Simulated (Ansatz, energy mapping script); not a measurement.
# EuCd2Sb2: J from the energies of magnetic orders, part 3 of 3

Wanted: the magnetic order of EuCd2Sb2, its couplings and an estimate of its ordering temperature, by PBEsol+U (1.5 eV).

PBEsol with U = 1.5 eV on Eu f, ortho-atomic projectors; plane waves, U on orthogonalised atomic orbitals unless named otherwise, collinear spin, no spin–orbit coupling.

So far. Step 7 (Run 3 (parallel; cell B, 15 atoms)): The run ends ferromagnetic. For each magnetic atom its energy differs from the parallel run of the first cell by 1.46 meV, an error that one common reference would have brought in. Step 8 (Order 4: uncompensated ++−, cell B of 15 atoms): The run ends ferrimagnetic, 4.85 meV a magnetic atom above the parallel order of its cell (energies taken at zero occupation width, not the printed F).

### Step 9. Parallel start in cell C (20 atoms)

The parallel order again, as the reference for this cell.

The input, input.yaml:

```yaml
crystal:
  lattice:
    - [7.115882377, -4.108356606, 0.0]
    - [-4.743921585, 0.0, -7.70451817]
    - [4.743921586, 8.216713212, 0.0]
  atoms:
    - { symbol: Eu, position: [0.0, 0.0, 0.0], spin: 7.0 }
    - { symbol: Eu, position: [0.5, 0.0, 0.25], spin: 7.0 }
    - { symbol: Eu, position: [0.0, 0.0, 0.5], spin: 7.0 }
    - { symbol: Eu, position: [0.5, 0.0, 0.75], spin: 7.0 }
    - { symbol: Cd, position: [0.984014572, 0.63469581, 0.158673952] }
    - { symbol: Cd, position: [0.484014572, 0.63469581, 0.408673952] }
    - { symbol: Cd, position: [0.984014572, 0.63469581, 0.658673952] }
    - { symbol: Cd, position: [0.484014572, 0.63469581, 0.908673952] }
    - { symbol: Cd, position: [0.515985428, 0.36530419, 0.091326048] }
    - { symbol: Cd, position: [0.015985428, 0.36530419, 0.341326048] }
    - { symbol: Cd, position: [0.515985428, 0.36530419, 0.591326048] }
    - { symbol: Cd, position: [0.015985428, 0.36530419, 0.841326048] }
    - { symbol: Sb, position: [0.789460622, 0.24558791, 0.061396978] }
    - { symbol: Sb, position: [0.289460622, 0.24558791, 0.311396978] }
    - { symbol: Sb, position: [0.789460622, 0.24558791, 0.561396978] }
    - { symbol: Sb, position: [0.289460622, 0.24558791, 0.811396978] }
    - { symbol: Sb, position: [0.710539378, 0.75441209, 0.188603022] }
    - { symbol: Sb, position: [0.210539378, 0.75441209, 0.438603022] }
    - { symbol: Sb, position: [0.710539378, 0.75441209, 0.688603022] }
    - { symbol: Sb, position: [0.210539378, 0.75441209, 0.938603022] }
magnetization:
  spin_polarized: true
kpoints:
  mp_grid: { grid: [4, 4, 3] }
hamiltonian:
  xc: pbesol
  hubbard:
    sites:
      - { species: Eu, l: f, u_eff: 1.5 }
      - { site: 0, l: f, u_eff: 1.5, starting_ns: [{ spin: up, occupation_matrix: eu1_major }, { spin: down, occupation_matrix: eu1_minor }] }
      - { site: 1, l: f, u_eff: 1.5, starting_ns: [{ spin: up, occupation_matrix: eu1_major }, { spin: down, occupation_matrix: eu1_minor }] }
      - { site: 2, l: f, u_eff: 1.5, starting_ns: [{ spin: up, occupation_matrix: eu1_major }, { spin: down, occupation_matrix: eu1_minor }] }
      - { site: 3, l: f, u_eff: 1.5, starting_ns: [{ spin: up, occupation_matrix: eu1_major }, { spin: down, occupation_matrix: eu1_minor }] }
    projectors: ortho-atomic
    occupation_matrices:
      eu1_major:
        matrix:
          - [0.989, 0.0, 0.0, 0.0, 0.0, 0.0, 0.005]
          - [0.0, 0.986, 0.0, 0.0, -0.005, 0.0, 0.0]
          - [0.0, 0.0, 0.986, -0.005, 0.0, 0.0, 0.0]
          - [0.0, 0.0, -0.005, 0.982, 0.0, 0.0, 0.0]
          - [0.0, -0.005, 0.0, 0.0, 0.982, 0.0, 0.0]
          - [0.0, 0.0, 0.0, 0.0, 0.0, 0.99, 0.0]
          - [0.005, 0.0, 0.0, 0.0, 0.0, 0.0, 0.982]
      eu1_minor:
        matrix:
          - [0.002, 0.0, 0.0, 0.0, 0.0, 0.0, -0.001]
          - [0.0, 0.001, 0.0, 0.0, 0.0, 0.0, 0.0]
          - [0.0, 0.0, 0.001, 0.0, 0.0, 0.0, 0.0]
          - [0.0, 0.0, 0.0, 0.003, 0.0, 0.0, 0.0]
          - [0.0, 0.0, 0.0, 0.0, 0.003, 0.0, 0.0]
          - [0.0, 0.0, 0.0, 0.0, 0.0, 0.001, 0.0]
          - [-0.001, 0.0, 0.0, 0.0, 0.0, 0.0, 0.002]
scf:
  occupations: { method: fermi_dirac, width: 0.1 }
output:
  eigenvalues: true
```

Command:

```sh
$ ansatz run input.yaml --threads 4 --pin off --max-ram 8192MiB --backend cpu --events-out ev --progress --plain --runs-dir out
```

Numbers of over 12 decimals in the logs are rounded to 6 here.

Output:

```text
[...]
Crystal: 20 atoms, lattice volume = 600.636 Å³
Basis set: ecut = 420 eV, 11705 PW (Γ)
Bands: 226, of which v1, the nominal top of the filled ones, is band 174 counted from 1 (173 counted from 0)
Symmetry: 8 space group operations
[...]
k-points: 26 of 48
[...]
Starting moments: Σ|m| = 28 μB on 4 of 20 sites
[...]
k-point 1 ↑: bands = [... 170 lower, 9.7991, 9.8009, 9.8037, 9.8066, 9.8118, 9.8259, 9.8260, 9.8266, ... 48 higher]
  k-point 2 ↑: bands = [... 170 lower, 9.8015, 9.8026, 9.8042, 9.8060, 9.8102, 9.8118, 9.8149, 9.8194, ... 48 higher]
  k-point 25 ↓: bands = [... 170 lower, 12.5420, 12.5452, 12.8144, 12.9097, 13.0262, 13.2833, 13.6109, 13.6170, ... 48 higher]
Occupation matrices written to <dir>
[key lines of the parts left out:]
SCF converged after 20 iterations
Magnetization: 27.8572 μB (187.9286 up, 160.0714 down)
Free energy (F): -151404.289233 eV
Fermi energy:    10.448352 eV
```

Wall time 2.4 min (4 threads of Intel Xeon 6975P-C (Granite Rapids), shared host); peak memory 6.6 GiB.

The run ends ferromagnetic. For each magnetic atom its energy differs from the parallel run of the first cell by 1.28 meV, an error that one common reference would have brought in.

### Step 10. Order 6: uncompensated +++−, cell C of 20 atoms

This order reverses 3 of the 6 neighbours at 4.74 Å, counted for an average magnetic atom.

input.yaml, as its differences from that of step 9:

```diff
@@ -9,3 +9,3 @@
     - { symbol: Eu, position: [0.0, 0.0, 0.5], spin: 7.0 }
-    - { symbol: Eu, position: [0.5, 0.0, 0.75], spin: 7.0 }
+    - { symbol: Eu, position: [0.5, 0.0, 0.75], spin: -7.0 }
     - { symbol: Cd, position: [0.984014572, 0.63469581, 0.158673952] }
@@ -38,3 +38,3 @@
       - { site: 2, l: f, u_eff: 1.5, starting_ns: [{ spin: up, occupation_matrix: eu1_major }, { spin: down, occupation_matrix: eu1_minor }] }
-      - { site: 3, l: f, u_eff: 1.5, starting_ns: [{ spin: up, occupation_matrix: eu1_major }, { spin: down, occupation_matrix: eu1_minor }] }
+      - { site: 3, l: f, u_eff: 1.5, starting_ns: [{ spin: up, occupation_matrix: eu1_minor }, { spin: down, occupation_matrix: eu1_major }] }
     projectors: ortho-atomic
```

Output:

```text
[...]
Crystal: 20 atoms, lattice volume = 600.636 Å³
Basis set: ecut = 420 eV, 11705 PW (Γ)
Bands: 226, of which v1, the nominal top of the filled ones, is band 174 counted from 1 (173 counted from 0)
Symmetry: 2 space group operations
[...]
k-points: 26 of 48
[...]
Starting moments: Σ|m| = 28 μB on 4 of 20 sites
[...]
k-point 1 ↑: bands = [... 170 lower, 9.8279, 9.8309, 9.8395, 9.8431, 9.8455, 9.8585, 9.8934, 9.9014, ... 48 higher]
  k-point 2 ↑: bands = [... 170 lower, 9.8242, 9.8275, 9.8311, 9.8358, 9.8605, 9.8632, 9.8680, 9.9029, ... 48 higher]
  k-point 25 ↓: bands = [... 170 lower, 11.7164, 11.8167, 11.9373, 12.0540, 12.1232, 12.2038, 12.3862, 12.4776, ... 48 higher]
Occupation matrices written to <dir>
[key lines of the parts left out:]
SCF converged after 22 iterations
Magnetization: 13.9269 μB (180.9634 up, 167.0366 down)
Free energy (F): -151404.271782 eV
Fermi energy:    10.450925 eV
```

Wall time 2.7 min (4 threads); peak memory 6.6 GiB.

The run ends ferrimagnetic, 5.04 meV a magnetic atom above the parallel order of its cell (energies taken at zero occupation width, not the printed F).

### Step 11. Mapping onto a Heisenberg model

Each energy difference is a sum of couplings weighted by the pairs that the order reverses. A few near shells are fitted to the differences by least squares. Energies are those extrapolated to zero occupation width, not the free energies F.

The orders side by side; each is measured from the parallel order in the same cell and on the same mesh:

| order | atoms | energy (meV a magnetic atom) | moments (μB) | moments kept as typed | opposed neighbours at 4.74 Å |
| --- | --- | --- | --- | --- | --- |
| parallel in cell A | 10 | 0.00 | 6.89 | yes | 0 |
| compensated +− in cell A | 10 | 6.79 | 6.89 | yes | 4 |
| parallel in cell B | 15 | 0.00 | 6.89 | yes | 0 |
| uncompensated ++− in cell B | 15 | 4.85 | 6.89 | yes | 2.67 |
| parallel in cell C | 20 | 0.00 | 6.89 | yes | 0 |
| uncompensated +++− in cell C | 20 | 5.04 | 6.89 | yes | 3 |

Fitted to E = −Σ J e·e over ordered pairs of unit vectors (J > 0 favours parallel moments):

| pair | distance (Å) | neighbours | J (meV) |
| --- | --- | --- | --- |
| Eu–Eu | 4.74 | 6 | 0.860 |

Adding the shell at 7.70 Å gives 0.79 and 0.16 meV.

### Step 12. Outcome

```json
{"lowest order tried": "parallel", "largest fitted value, Eu–Eu at 4.74 Å": "0.860 meV"}
```

What this shows: Of the orders tried, EuCd2Sb2 prefers parallel moments under PBEsol+U (1.5 eV). How the layers stack magnetically is not fixed by these couplings. The one fitted coupling is the Eu–Eu pair at 4.74 Å, ferromagnetic at 0.86 meV. The orders also reverse pairs at 7.70, 8.22 and 9.05 Å, which are not fitted, so the fitted values hold their part too. With 3 differences for 1 couplings the fit misses by 0.26 meV at most, a small part of the spread. Moments change by under 0.1 % against the parallel run of the same cell, so their size stays put. Every order is gapless on its mesh at this level. In a metal exchange reaches farther, and a short model of fixed moments is less apt.

[Logs and program files are shortened in this print: banners, set-up blocks, solver, clock and traceback lines can be left out without a mark of their own.]

[Logs are printed without paths, hosts, clocks, repeated set-up lines and the standing remarks that a program may print on its own settings, such as how far it seeks lower states.]

[Hosts, paths, dates, database ids (printed as entryN), source tags and the programs' standing remarks are cut or masked in the printed files.]

[Where a cell is said to come from a database of computed structures, the database is the Materials Project.]
